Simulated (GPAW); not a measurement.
# Dielectric function and optical constants of BN

Wanted: where BN starts to absorb, how strongly, and its refractive index. The cell comes from an older database entry, whose edges can differ from later determinations, mostly by under a per cent.

Main program and level: GPAW 26.7.0; DFT, PBE, plane-wave PAW (GPAW data sets), scalar-relativistic, RPA, optical limit.

The database entry behind the starting cell differs from later determinations by our own check (about 0.3 % short, minor phase), so it need not match the best structure at ambient conditions.

### 1. The starting structure

The structure is hexagonal, space group P6_3/mmc (No. 194). The conventional cell has a = 2.498 Å, b = 2.498 Å, c = 6.636 Å, α = 90.00°, β = 90.00°, γ = 120.00°. Nearest to N lie 3 B at 1.44 Å. B has 3 N at 1.44 Å nearest. Farther neighbours and most contacts between anions are not listed.

### 2. Ground state

The self-consistent density comes first; it also tells whether there is a gap, which decides the occupations and the need for a Drude term.

This step: DFT, PBE, plane-wave PAW (GPAW data sets), scalar-relativistic, ground state (GPAW 26.7.0).

File gs.py:

```python
from ase import Atoms
from ase.dft.bandgap import bandgap
from gpaw import GPAW, PW, FermiDirac

atoms = Atoms(['N', 'N', 'B', 'B'],
              cell=[[2.498240000029, 0.000000000000, 0.000000000000],
                    [-1.249120000014, 2.163539304775, 0.000000000000],
                    [0.000000000000, 0.000000000000, 6.635700000000]],
              scaled_positions=[[0.666666666667, 0.333333333333, 0.250000000000],
                                [0.333333333333, 0.666666666667, 0.750000000000],
                                [0.666666666667, 0.333333333333, 0.750000000000],
                                [0.333333333333, 0.666666666667, 0.250000000000]],
              pbc=[True, True, True])
atoms.calc = GPAW(mode=PW(500), xc='PBE', kpts={'size': (10, 10, 4), 'gamma': True},
                  occupations=FermiDirac(0.05), maxiter=150, txt='gs.txt')
print('energy (eV)', atoms.get_potential_energy())
print('Fermi level (eV)', atoms.calc.get_fermi_level())
print('valence electrons', atoms.calc.get_number_of_electrons())
print('gap (eV)', bandgap(atoms.calc, output=None)[0])
print('direct gap (eV)', bandgap(atoms.calc, direct=True, output=None)[0])
atoms.calc.write('gs.gpw')
```

Run with:

```
$ OMP_NUM_THREADS=1 python gs.py
```

Numbers of over 12 decimals in the logs are rounded to 6 here.

What it wrote:

```text
__  _  _
 | _ |_)|_||  |
 |__||  | ||/\| - 26.7.0

Versions:
  Python: 3.12.14
  ASE:    3.29.0
  Numpy:  2.5.5
  Scipy:  1.18.1
  Libxc:  7.0.0

Input parameters:
  mode=PW(ecut=500.0),
  kpts=MonkhorstPack(size=(10, 10, 4), gamma=True),
  maxiter=150,
  occupations=Occupations(name='fermi-dirac', width=0.05, fixmagmom=False),
  xc=XC(name='PBE')

Diagonalizing LCAO Hamiltonian
Converting LCAO to pw mode

        N B

        B N

Atoms  # Å, Bohr magnetons
|   | symbol |         x |        y |        z |    initial magnetic moments |
| 0 |      N |  1.249120 | 0.721180 | 1.658925 | ( 0.0000,  0.0000,  0.0000) |
| 1 |      N | -0.000000 | 1.442360 | 4.976775 | ( 0.0000,  0.0000,  0.0000) |
| 2 |      B |  1.249120 | 0.721180 | 4.976775 | ( 0.0000,  0.0000,  0.0000) |
| 3 |      B | -0.000000 | 1.442360 | 1.658925 | ( 0.0000,  0.0000,  0.0000) |

Unit cell  # Å
| periodic |         x |        y |        z |  lengths |     angles |
|      yes |  2.498240 | 0.000000 | 0.000000 | 2.498240 |  90.000000 |
|      yes | -1.249120 | 2.163539 | 0.000000 | 2.498240 |  90.000000 |
|      yes |  0.000000 | 0.000000 | 6.635700 | 6.635700 | 120.000000 |

Number of symmetries: 12
Symmetry operations  # r_c * U_cc + t_c -> r_c
|    | kind |            matrix            |
|  0 |  σ   |  1, 1, 0,  0,-1, 0,  0, 0, 1 |
|  1 |  S6  |  1, 1, 0, -1, 0, 0,  0, 0,-1 |
|  2 |  E   |  1, 0, 0,  0, 1, 0,  0, 0, 1 |
|  3 |  C2  |  1, 0, 0, -1,-1, 0,  0, 0,-1 |
|  4 |  C2  |  0, 1, 0,  1, 0, 0,  0, 0,-1 |
|  5 |  C3  |  0, 1, 0, -1,-1, 0,  0, 0, 1 |
|  6 |  S6  |  0,-1, 0,  1, 1, 0,  0, 0,-1 |
|  7 |  σ   |  0,-1, 0, -1, 0, 0,  0, 0, 1 |
|  8 |  σ   | -1, 0, 0,  1, 1, 0,  0, 0, 1 |
|  9 |  i   | -1, 0, 0,  0,-1, 0,  0, 0,-1 |
| 10 |  C3  | -1,-1, 0,  1, 0, 0,  0, 0, 1 |
| 11 |  C2  | -1,-1, 0,  0, 1, 0,  0, 0,-1 |

BZ-sampling:
  Number of BZ points: 400
  Number of IBZ points: 50

  Monkhorst-Pack size: [10, 10, 4]
  Monkhorst-Pack shift: [0.05, 0.05, 0.125]

K-points  # in reciprocal-cell coordinates
|     |                                coordinates |     weight |
|   0 | (  0.00000000,   0.00000000,   0.00000000) | 0.00250000 |
|   1 | (  0.00000000,   0.00000000,   0.25000000) | 0.00500000 |
|   2 | (  0.00000000,   0.00000000,   0.50000000) | 0.00250000 |
|   3 | (  0.10000000,   0.00000000,  -0.25000000) | 0.01500000 |
|   4 | (  0.10000000,   0.00000000,   0.00000000) | 0.01500000 |
|   5 | (  0.10000000,   0.00000000,   0.25000000) | 0.01500000 |
|   6 | (  0.10000000,   0.00000000,   0.50000000) | 0.01500000 |
|   7 | (  0.20000000,  -0.10000000,   0.00000000) | 0.01500000 |
|   8 | (  0.20000000,  -0.10000000,   0.25000000) | 0.03000000 |
|   9 | (  0.20000000,  -0.10000000,   0.50000000) | 0.01500000 |
| ... |                                            |            |
|  49 | (  0.50000000,   0.50000000,   0.50000000) | 0.00750000 |

Plane wave coefficients: 928
Cutoff: 500.0 eV

Spin-components: 1 (collinear spins)
Bands:           14
Projectors:      20
Spin-degeneracy: 2
Datatype:        complex128

Parallelization:
  kpt:    1
  domain: 1
  band:   1

Density:
  Valence electrons: 16.0
  Components: 1
  Grid points: [14 14 35]
  Charge: 0.0  # |e|

Potential:
  Grid points: [14 14 35]

species:
  N:
    name:    Nitrogen
    id:
    Z:       7.0
    valence: 5
    core:    2
    charge:  0.0  # [|e|]
    compensation charges:
      type: gauss
      rc: 0.18  # [Å]
      lmax: 2
    cutoffs:
      filter: 1.11  # [Å]
      core: 0.96  # [Å]
    projectors
    | kind |    occ | energy [eV] | rcut [Å] |
    |   2s |  2.000 |     -18.583 |    0.603 |
    |   2p |  3.000 |      -7.089 |    0.529 |
    |    s |        |       8.629 |    0.603 |
    |    p |        |      20.123 |    0.529 |
    |    d |        |       0.000 |    0.577 |

    Using partial waves for N as LCAO basis

  B:
    name:    Boron
    id:
    Z:       5.0
    valence: 3
    core:    2
    charge:  0.0  # [|e|]
    compensation charges:
      type: gauss
      rc: 0.20  # [Å]
      lmax: 2
    cutoffs:
      filter: 1.14  # [Å]
      core: 1.38  # [Å]
    projectors
    | kind |    occ | energy [eV] | rcut [Å] |
    |   2s |  2.000 |      -9.443 |    0.635 |
    |   2p |  1.000 |      -3.606 |    0.635 |
    |    s |        |      17.768 |    0.635 |
    |    p |        |      23.605 |    0.635 |
    |    d |        |       0.000 |    0.635 |

    Using partial waves for B as LCAO basis

Reference energy: -4302.422143  # eV

eigensolver:
  PPCG
  Converge bands: occupied
  niter=2

density mixing:
  MSR1-Mixer
  Pratt-step length: 0.05
  Maximum mixing coefficient: 0.75
  Old densities: 10
  SVD Regularization: 0.005
  Good broyden scale: 1.0
  Trust region scale: 1.0
  Backstep threshold: 4.0
  History deletion threshold: 6.0
  Fourier metric: weight=20.0, sigma=0.015

occupation numbers:
  Fermi-Dirac:
    width: 0.0500  # eV

poisson solver:
  ecut: 4000.0  # eV

xc functional:
  name: PBE with 2 nearest neighbor stencil

convergence criteria:
- Maximum [total energy] change in last 3 cyles: 0.0005 eV / valence electron
- Maximum integral of absolute [dens]ity change: 0.0001 electrons / valence electron
- Maximum integral of absolute [eigenst]ate change: 4e-08 eV^2 / valence electron
maximum number of iterations: 150

SCF iterations
|iter     |      energy | eigst |  dens |
|iter:   1||  -36.844504 | +0.45 |       |
|iter:   2||  -36.286356 | -1.28 | -0.66 |
|iter:   3||  -34.037689 | -0.58 | -0.70 |
|iter:   4||  -33.992407 | -2.03 | -1.33 |
|iter:   5||  -33.990864 | -2.92 | -1.71 |
|iter:   6||  -33.991210c| -4.15 | -2.33 |
|iter:   7||  -33.991203c| -5.51 | -3.23 |
|iter:   8||  -33.991204c| -6.96 | -3.92 |
|iter:   9||  -33.991204c| -7.83c| -4.66c|

Converged in 9 steps
SCF loop duration: 8.418 s (0.935 s/step)
Energy contributions relative to reference atoms: (reference = -4302.422143)

Energy contributions:
  Kinetic:          29.952688
  Coulomb:         -28.923256
  Zero:             -0.132917
  External:          0.000000
  Xc:              -34.887720
  Entropy:          -0.000000
  Spinorbit:         0.000000
  ----------------------------
  Free energy:     -33.991204
  Extrapolated:    -33.991204

dipole moment: (0.000000, 0.000000, 0.000001)  # |e|*Ang

Fermi level: 5.168
Eigenvalues  # (at kpt = [0.000, 0.000, 0.000])
| band index |      eig [eV] | occ [0-2] |
|          0 |       -13.833 |     2.000 |
|          1 |       -13.542 |     2.000 |
|          2 |        -2.149 |     2.000 |
|          3 |        -0.012 |     2.000 |
|          4 |         2.785 |     2.000 |
|          5 |         2.786 |     2.000 |
|          6 |         2.863 |     2.000 |
|          7 |         2.864 |     2.000 |
|          8 |         9.332 |     0.000 |
|          9 |        14.538 |     0.000 |
|         10 |        15.718 |     0.000 |
|         11 |        15.718 |     0.000 |
|         12 |        16.364 |     0.000 |
|         13 |        17.296 |     0.000 |

Gap: 4.217 eV
Transition (v -> c):
  (s=0, k=33, n=7, [0.40, 0.30, 0.00]) -> (s=0, k=47, n=8, [0.50, 0.50, 0.00])
Direct/indirect transitions are different
Direct gap: 4.668 eV
Transition at: (s=0, k=36, n=7, [0.40, 0.40, 0.00])

--- standard output ---
energy (eV) -33.991204
Fermi level (eV) 5.168314
valence electrons 16.0
gap (eV) 4.217022
direct gap (eV) 4.668460
```

The job ended after 10 s (1 thread of Arm Neoverse V2, shared host; peak memory 0.14 GiB).

Numbers from this step:

| Property | Result |
| --- | --- |
| energy | -33.99 eV |
| Fermi energy | 5.168 eV |
| gap on the k-mesh | 4.217 eV |
| direct gap on the mesh | 4.668 eV |
| electrons | 16 |

There is a gap, 4.22 eV on this mesh (points off the mesh can give less), so no carriers' term is needed.

### 3. Bands for the response

At the fixed density, many empty bands are solved on the mesh of the response, since the spectrum sums over them.

This step: DFT, PBE, plane-wave PAW (GPAW data sets), scalar-relativistic, bands at fixed density (GPAW 26.7.0).

File nscf.py:

```python
from ase.dft.bandgap import bandgap
from gpaw import GPAW, FermiDirac

calc = GPAW('gs.gpw').fixed_density(kpts={'size': (14, 14, 5), 'gamma': True}, nbands=34, convergence={'bands': 28},
                                    occupations=FermiDirac(0.001), txt='nscf.txt')
print('gap (eV)', bandgap(calc, output=None)[0])
print('direct gap (eV)', bandgap(calc, direct=True, output=None)[0])
print('top band over the Fermi level (eV)', min(calc.get_eigenvalues(kpt=k)[27] for k in range(len(calc.get_ibz_k_points()))) - calc.get_fermi_level())
calc.write('full.gpw', mode='all')
```

Run with:

```
$ OMP_NUM_THREADS=1 python nscf.py
```

What it wrote:

```text
Diagonalizing LCAO Hamiltonian
Converting LCAO to pw mode
convergence criteria:
- Maximum integral of absolute [eigenst]ate change: 4e-08 eV^2 / valence electron
maximum number of iterations: 150

SCF iterations
|iter     |      energy | eigst |  dens |
|iter:   1||             | +2.97 |       |
|iter:   2||             | +1.48 |       |
|iter:   3||             | -0.12 |       |
|iter:   4||             | -1.54 |       |
|iter:   5||             | -3.06 |       |
|iter:   6||             | -4.32 |       |
|iter:   7||             | -5.61 |       |
|iter:   8||             | -6.72 |       |
|iter:   9||             | -7.67c|       |
SCF steps: 9
  __  _  _
 | _ |_)|_||  |
 |__||  | ||/\| - 26.7.0

Versions:
  Python: 3.12.14
  ASE:    3.29.0
  Numpy:  2.5.5
  Scipy:  1.18.1
  Libxc:  7.0.0

Input parameters:
  mode=PW(ecut=500.0),
  convergence={'bands': 28},
  gpts=array([14, 14, 35]),
  kpts=MonkhorstPack(size=(14, 14, 5), gamma=True),
  maxiter=150,
  nbands=34,
  occupations=Occupations(name='fermi-dirac', width=0.001, fixmagmom=False),
  parallel={},
  xc=XC(name='PBE')

--- standard output ---
gap (eV) 4.236470
direct gap (eV) 4.660880
top band over the Fermi level (eV) 29.039105
```

Elapsed: 44 s, on 1 thread; peak memory 0.21 GiB.

Read-outs, printed or worked out from the files:

| Property | Result |
| --- | --- |
| gap on the k-mesh | 4.236 eV |
| direct gap on the mesh | 4.661 eV |

### 4. Dielectric function, RPA

Local fields let the induced charge screen the field inside the cell, which as a rule lowers ε, most along directions where the density is uneven.

This step: DFT, PBE, plane-wave PAW (GPAW data sets), scalar-relativistic, RPA, optical limit (GPAW 26.7.0).

File df.py:

```python
from gpaw.response.df import DielectricFunction

df = DielectricFunction('full.gpw', frequencies={'type': 'nonlinear', 'domega0': 0.03, 'omega2': 8},
                        ecut=60,
                        eta=0.2,
                        nbands=28,
                        txt='df.txt')
for direction in ['x', 'z']:
    df.get_dielectric_function(xc='RPA', direction=direction, filename=f'df_{direction}.csv')
```

Run with:

```
$ OMP_NUM_THREADS=1 python df.py
```

What it wrote:

```text
Using integrator: PointIntegrator
NonLinearFrequencyDescriptor(from 0.000 to 51.823 eV, 470 points)
Nonperiodic BCs:  [False False False]
Using integrator: PointIntegrator
NonLinearFrequencyDescriptor(from 0.000 to 51.823 eV, 470 points)
Nonperiodic BCs:  [False False False]

Calculating chi0 body with:
    Ground state adapter containing:
    Number of spins: 1
    Number of kpoints: 980
    Number of irreducible kpoints: 104
    Number of completely occupied states: 8
    Number of partially occupied states: 8

    Linear response parametrization:
    q_c: [0.0, 0.0, 0.0]
    Number of frequency points: 470
    Planewave cutoff: 60.0
    Number of bands: 28
    Number of planewaves: 39
    Broadening (eta): 0.2

Integrating chi0 body.

Symmetries of q_c:
    Direct symmetries (Uq -> q): 12
    Indirect symmetries (TUq -> q): 0
In total 12 allowed symmetries.

104 groups of equivalent kpoints. 89.387755% reduction.

Integral kind: spectral function

Calculating chi0 optical extensions with:
    Ground state adapter containing:
    Number of spins: 1
    Number of kpoints: 980
    Number of irreducible kpoints: 104
    Number of completely occupied states: 8
    Number of partially occupied states: 8

    Linear response parametrization:
    Number of frequency points: 470
    Planewave cutoff: 60.0
    Number of bands: 28
    Number of planewaves: 39
    Broadening (eta): 0.2
Integrating chi0 head and wings.

Symmetries of q_c:
    Direct symmetries (Uq -> q): 12
    Indirect symmetries (TUq -> q): 0
In total 12 allowed symmetries.

104 groups of equivalent kpoints. 89.387755% reduction.

Integral kind: spectral function wings
```

Run time: 7.5 s. Hardware: 1 thread; peak memory 0.23 GiB.

This step gave:

| Property | Result |
| --- | --- |
| electronic dielectric constant ε∞, mean over x, y and z (by symmetry where fewer were run) | 3.927 |
| main peak of Im epsilon, first axis | 5.570 eV |

(Part 1 of 2 ends here.)

[Machine, clock and banner lines and Python warnings are left out of the logs.]

[Logs are printed without paths, hosts, clocks, repeated set-up lines and the standing remarks that a program may print on its own settings, such as how far it seeks lower states.]

[Hosts, paths, dates, database ids (printed as entryN), source tags and the programs' standing remarks are cut or masked in the printed files.]
